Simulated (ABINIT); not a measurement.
## Quasiparticle gap of SiO2 (P3_221) in ABINIT

Aim: the G0W0 gap of SiO2 (P3_221) on PBE, step by step.

Method: PBE and many-body steps on it, plane waves, in ABINIT 10.8.3.

This is a report of a sequence of runs, with most program output left out.

## 1. The structure

It takes space group P3_221 (No. 154, trigonal). Conventional cell: a = 4.916 Å, b = 4.916 Å, c = 5.408 Å, α = 90.00°, β = 90.00°, γ = 120.00°. Si has 4 O at 1.61 Å nearest. Nearest to O lie 2 Si at 1.61 Å. Farther neighbours and most contacts between anions are not listed.

The cell and positions come from the Crystallography Open Database and are kept as given unless a step says otherwise.

## 2. Ground state

This step: ABINIT 10.8.3; DFT, PBE, plane waves, norm-conserving pseudopotentials.

The ground-state density comes first.

The input, run.abi:

```
acell 3*1.0 Angstrom
rprim 
  4.916359999971 0.000000000007 0.000000000000
  -2.458179999991 4.257692654122 0.000000000000
  0.000000000000 0.000000000000 5.408400000000
ntypat 2
znucl 14 8
natom 9
typat 1 1 1 2 2 2 2 2 2
xred 
  0.469730000000 0.000000000000 0.666666666667
  0.000000000000 0.469730000000 0.333333333333
  0.530270000000 0.530270000000 -0.000000000000
  0.413540000000 0.267580000000 0.785580000000
  0.732420000000 0.145960000000 0.452246666667
  0.854040000000 0.586460000000 0.118913333333
  0.267580000000 0.413540000000 0.214420000000
  0.145960000000 0.732420000000 0.547753333333
  0.586460000000 0.854040000000 0.881086666667
pp_dirpath "pseudos"
pseudos "Si.upf, O.upf"
ecut 36
ngkpt 6 6 4
nshiftk 1
shiftk 0 0 0
kptopt 1
chksymbreak 0
nband 32
occopt 1
tolvrs 1e-10
nstep 60
prtwf 0
indata_prefix "in"
outdata_prefix "out"
tmpdata_prefix "tmp"
```

On the command line:

```console
OMP_NUM_THREADS=1 mpirun -n 4 abinit run.abi > log
```

It took 83 s on 4 MPI ranks of Arm Neoverse V1, shared host; peak memory 0.48 GiB.

This step gave:

```yaml
total_energy: -3057.3467 eV
gap: 6.031 eV
k_of_the_valence_top: 0.3333, 0.3333, 0
k_of_the_conduction_bottom: 0, 0, 0
least_direct_gap: 6.346 eV
pressure: 5.419 GPa
```

The gap is indirect, with the least direct gap 0.32 eV higher.

The cutoff was set for levels, not for stress, so the pressure can be off by some GPa.

## 3. Bands along the symmetry lines

Levels along a band path, at the cheap level, show where the edges lie and whether the meshes to come will hold them.

run.abi: that of step 2 with these lines changed.

```diff
@@ -22,12 +22,53 @@
 ecut 36
-ngkpt 6 6 4
-nshiftk 1
-shiftk 0 0 0
-kptopt 1
-chksymbreak 0
-nband 32
-occopt 1
-tolvrs 1e-10
-nstep 60
+iscf -2
+irdden 1
+kptopt 0
+nkpt 39
+kpt 
+  0.00000000 0.00000000 0.00000000
+  0.12500000 0.00000000 0.00000000
+  0.25000000 0.00000000 0.00000000
+  0.37500000 0.00000000 0.00000000
+  0.50000000 0.00000000 0.00000000
+  0.45833333 0.08333333 0.00000000
+  0.41666666 0.16666666 0.00000000
+  0.37500000 0.25000000 0.00000000
+  0.33333333 0.33333333 0.00000000
+  0.25000000 0.25000000 0.00000000
+  0.16666666 0.16666666 0.00000000
+  0.08333333 0.08333333 0.00000000
+  0.00000000 0.00000000 0.00000000
+  0.00000000 0.00000000 0.12500000
+  0.00000000 0.00000000 0.25000000
+  0.00000000 0.00000000 0.37500000
+  0.00000000 0.00000000 0.50000000
+  0.12500000 0.00000000 0.50000000
+  0.25000000 0.00000000 0.50000000
+  0.37500000 0.00000000 0.50000000
+  0.50000000 0.00000000 0.50000000
+  0.45833333 0.08333333 0.50000000
+  0.41666666 0.16666666 0.50000000
+  0.37500000 0.25000000 0.50000000
+  0.33333333 0.33333333 0.50000000
+  0.25000000 0.25000000 0.50000000
+  0.16666666 0.16666666 0.50000000
+  0.08333333 0.08333333 0.50000000
+  0.00000000 0.00000000 0.50000000
+  0.50000000 0.00000000 0.50000000
+  0.50000000 0.00000000 0.37500000
+  0.50000000 0.00000000 0.25000000
+  0.50000000 0.00000000 0.12500000
+  0.50000000 -0.00000000 0.00000000
+  0.33333333 0.33333333 0.50000000
+  0.33333333 0.33333333 0.37500000
+  0.33333333 0.33333333 0.25000000
+  0.33333333 0.33333333 0.12500000
+  0.33333333 0.33333333 0.00000000
+istwfk *1
+nband 37
+nbdbuf 8
+tolwfr 1e-07
+nstep 50
 prtwf 0
+prtvol 0
 indata_prefix "in"
```

Elapsed: 61 s, on 4 MPI ranks; peak memory 0.47 GiB; 4 min of CPU time.

This step gave:

* gap: 6.031 eV
* k of the valence top: 0.3333, 0.3333, 0
* k of the conduction bottom: 0, 0, 0
* least direct gap: 6.346 eV

The gap is 6.031 eV, as in the run before at this level.

The electronic bands at the labelled points (eV, zero at the top of the highest filled band):

```tsv
point	band 21	band 22	band 23	band 24	band 25	band 26	band 27	band 28
Γ	-1.00	-0.68	-0.32	-0.32	6.03	9.33	9.33	9.78
halfway	-1.00	-0.83	-0.24	-0.15	6.91	9.33	9.40	9.90
M	-1.03	-0.78	-0.27	-0.04	8.28	9.01	9.73	9.74
halfway	-1.09	-0.63	-0.31	-0.02	8.47	9.07	9.62	9.95
K	-1.23	-0.43	-0.43	0.00	8.94	8.94	9.43	10.38
halfway	-0.91	-0.87	-0.25	-0.11	7.16	9.33	9.48	9.94
Γ	-1.00	-0.68	-0.32	-0.32	6.03	9.33	9.33	9.78
halfway	-1.07	-0.53	-0.22	-0.10	6.62	9.17	9.26	9.29
A	-1.21	-0.21	-0.21	-0.09	7.97	7.97	9.08	9.76
halfway	-1.08	-0.44	-0.41	-0.15	8.36	8.50	9.40	9.75
L	-0.88	-0.84	-0.60	-0.19	8.93	9.41	9.69	9.85
halfway	-0.86	-0.83	-0.62	-0.33	8.96	9.58	9.78	9.89
H	-0.93	-0.76	-0.58	-0.58	9.02	9.81	9.81	10.12
halfway	-1.06	-0.54	-0.39	-0.22	8.47	8.65	9.45	9.92
A	-1.21	-0.21	-0.21	-0.09	7.97	7.97	9.08	9.76
jump to L	-0.88	-0.84	-0.60	-0.19	8.93	9.41	9.69	9.85
halfway	-0.96	-0.72	-0.44	-0.12	8.56	9.11	9.59	10.06
M	-1.03	-0.78	-0.27	-0.04	8.28	9.01	9.73	9.74
jump to H	-0.93	-0.76	-0.58	-0.58	9.02	9.81	9.81	10.12
halfway	-1.01	-0.55	-0.51	-0.20	8.94	9.25	9.62	10.23
K	-1.23	-0.43	-0.43	0.00	8.94	8.94	9.43	10.38
```

## 4. Empty states on the mesh, 3×3×2 mesh, 584 bands

The sums over transitions need many empty states on a uniform mesh; this step solves for them.

The input, run.abi:

```
acell 3*1.0 Angstrom
rprim 
  4.916359999971 0.000000000007 0.000000000000
  -2.458179999991 4.257692654122 0.000000000000
  0.000000000000 0.000000000000 5.408400000000
ntypat 2
znucl 14 8
natom 9
typat 1 1 1 2 2 2 2 2 2
xred 
  0.469730000000 0.000000000000 0.666666666667
  0.000000000000 0.469730000000 0.333333333333
  0.530270000000 0.530270000000 -0.000000000000
  0.413540000000 0.267580000000 0.785580000000
  0.732420000000 0.145960000000 0.452246666667
  0.854040000000 0.586460000000 0.118913333333
  0.267580000000 0.413540000000 0.214420000000
  0.145960000000 0.732420000000 0.547753333333
  0.586460000000 0.854040000000 0.881086666667
pp_dirpath "pseudos"
pseudos "Si.upf, O.upf"
ecut 36
ngkpt 3 3 2
nshiftk 1
shiftk 0 0 0
kptopt 1
chksymbreak 0
iscf -2
irdden 1
istwfk *1
nband 584
nbdbuf 52
tolwfr 1e-09
nstep 60
prtvol 0
indata_prefix "in"
outdata_prefix "out"
tmpdata_prefix "tmp"
```

It took 16 min on 4 MPI ranks; peak memory 0.8 GiB; 63 min of CPU time.

This step gave:

| Item | Value |
| --- | --- |
| gap | 6.031 eV |
| k of the valence top | 0.3333, 0.3333, 0 |
| k of the conduction bottom | 0, 0, 0 |
| least direct gap | 6.346 eV |
| k points computed | 6 |
| lowest point of the top converged band, above the valence top | 150.6474 eV |

On this mesh the gap is 6.031 eV.

## 5. Screening, 3×3×2 mesh, 532 bands, screening to 274.8 eV

The RPA dielectric matrix is built and inverted for each q.

This step: RPA screening on PBE, plane waves, norm-conserving pseudopotentials.

run.abi: that of step 4 with these lines changed.

```diff
@@ -27,10 +27,11 @@
 chksymbreak 0
-iscf -2
-irdden 1
 istwfk *1
-nband 584
-nbdbuf 52
-tolwfr 1e-09
-nstep 60
-prtvol 0
+occopt 1
+irdwfk 1
+optdriver 3
+nband 532
+ecuteps 10.1
+inclvkb 2
+awtr 1
+symchi 1
 indata_prefix "in"
```

Elapsed: 17 min, on 4 MPI ranks; peak memory 4.4 GiB; 70 min of CPU time.

This step gave:

- ε∞ with local fields, on this mesh, along the program's q direction: 2.322
- the same without local fields: 2.546
- plasma frequency: 24.18 eV
- plane waves in the screening matrix: 1155

Local fields lower ε∞ by 9 %. On a Γ-centred mesh this coarse the value itself is usually too large, while a short band sum pulls it down.

## 6. Self-energy, 3×3×2 mesh, 532 bands, screening to 274.8 eV

The self-energy is evaluated for the states that the input lists, and the levels follow from it, in one-shot runs by the linearised quasiparticle equation.

This step: G0W0 on PBE, plane waves, norm-conserving pseudopotentials.

run.abi: that of step 5 with these lines changed.

```diff
@@ -30,8 +30,19 @@
 irdwfk 1
-optdriver 3
+optdriver 4
 nband 532
+gwcalctyp 0
+ecutsigx 36
+symsigma 1
+nkptgw 3
+kptgw 
+  0.3333333333 0.3333333333 0.0000000000
+  0.0000000000 0.0000000000 0.0000000000
+  0.0000000000 0.0000000000 0.5000000000
+bdgw 
+  22 26
+  23 27
+  22 26
 ecuteps 10.1
-inclvkb 2
-awtr 1
-symchi 1
+irdscr 1
+ppmodel 1
 indata_prefix "in"
```

Wall time 14 min (4 MPI ranks); peak memory 5.7 GiB.

This step gave:

```
G0W0 gap on the points computed              : 8.782 eV
starting gap on the mesh                     : 6.031 eV
k of the valence top                         : 0.3333, 0.3333, 0
k of the conduction bottom                   : 0, 0, 0
Z at the valence top                         : 0.812
Z at the conduction bottom                   : 0.867
least direct G0W0 gap on the computed points : 9.164 eV
```

The gap on the mesh goes from 6.03 eV to 8.78 eV, a correction of +2.75 eV.

Limits: finite bands, cutoff and mesh; coarse k mesh. v1 is the top filled band, c1 the lowest empty one. Levels before and after the correction, in eV, zero at the valence-band top of each column:

```tsv
	conduction bottom	valence top
Kohn-Sham	6.03	0.00
G0W0	8.78	0.00
```

```tsv
	level	energy (eV)
Kohn-Sham	(0.333 0.333 0) v3-v2	-0.434
Kohn-Sham	(0.333 0.333 0) v1	0.000
Kohn-Sham	(0.333 0.333 0) c1-c2	8.938
Kohn-Sham	Γ v2-v1	-0.315
Kohn-Sham	Γ c1	6.031
Kohn-Sham	Γ c2-c3	9.328
G0W0	(0.333 0.333 0) v3-v2	-0.502
G0W0	(0.333 0.333 0) v1	0.000
G0W0	(0.333 0.333 0) c1-c2	12.095
G0W0	Γ v2-v1	-0.382
G0W0	Γ c1	8.782
G0W0	Γ c2-c3	12.344
```

## 7. Where the time went

Times are wall times on 4 MPI ranks of Arm Neoverse V1, shared host, good to a factor of about two.

```tsv
step	time	share	memory (GiB)
ground state	83 s	3 %	0.48
bands along the symmetry lines	61 s	2 %	0.47
empty states on the mesh	16 min	32 %	0.8
screening	17 min	35 %	4.4
self-energy	14 min	27 %	5.7
```

## 8. Results

| Item | Value |
| --- | --- |
| PBE gap | 6.03 eV, indirect |
| G0W0 gap on the mesh | 8.78 eV |
| GW settings | 3×3×2 mesh, 532 bands, screening to 274.8 eV, Godby-Needs plasmon pole |
| known limits | not at the basis limit; coarse k mesh |

What this shows: G0W0 moves the gap on the mesh from 6.03 eV to 8.78 eV (+2.75 eV), with Z of 0.81 and 0.87 at the edges. Local fields lower the RPA ε∞ on this mesh from 2.55 to 2.32; a Γ-centred mesh this coarse tends to raise both, most where the direct gap is narrow, while a short band sum lowers them. Only 3 of the mesh's irreducible points were corrected, so a valley elsewhere could overtake. Bands and cutoff are finite, so the gap is not at the basis limit. The miss can reach some tenths of an eV and take either sign; the mesh is an error of its own. In the G0W0 run levels were corrected at 3 k points alone, so a gap called «on the mesh» is the least over those, and an edge elsewhere would be missed. The 3×3×2 mesh is coarse for this cell, which bears on the long-range parts of exchange and screening.

[Paths, hosts, dates, memory and timing lines, banners, echoed tables and standing remarks are left out of the program output.]

[Logs are printed without paths, hosts, clocks, repeated set-up lines and the standing remarks that a program may print on its own settings, such as how far it seeks lower states.]

[Runs of the session that timed out or met a known fault of the program may be left out.]

[Hosts, paths, dates, database ids (printed as entryN), source tags and the programs' standing remarks are cut or masked in the printed files.]

[G0W0 gaps are taken among the corrected bands and points alone; a level outside them can change the order at an edge.]

[Where Ansatz stands beside ABINIT at settings called matched, ABINIT's density can come from a denser mesh and the files from another edition; pairs whose starting gaps differed by over 0.03 eV were left out, so agreement reads better than it is.]
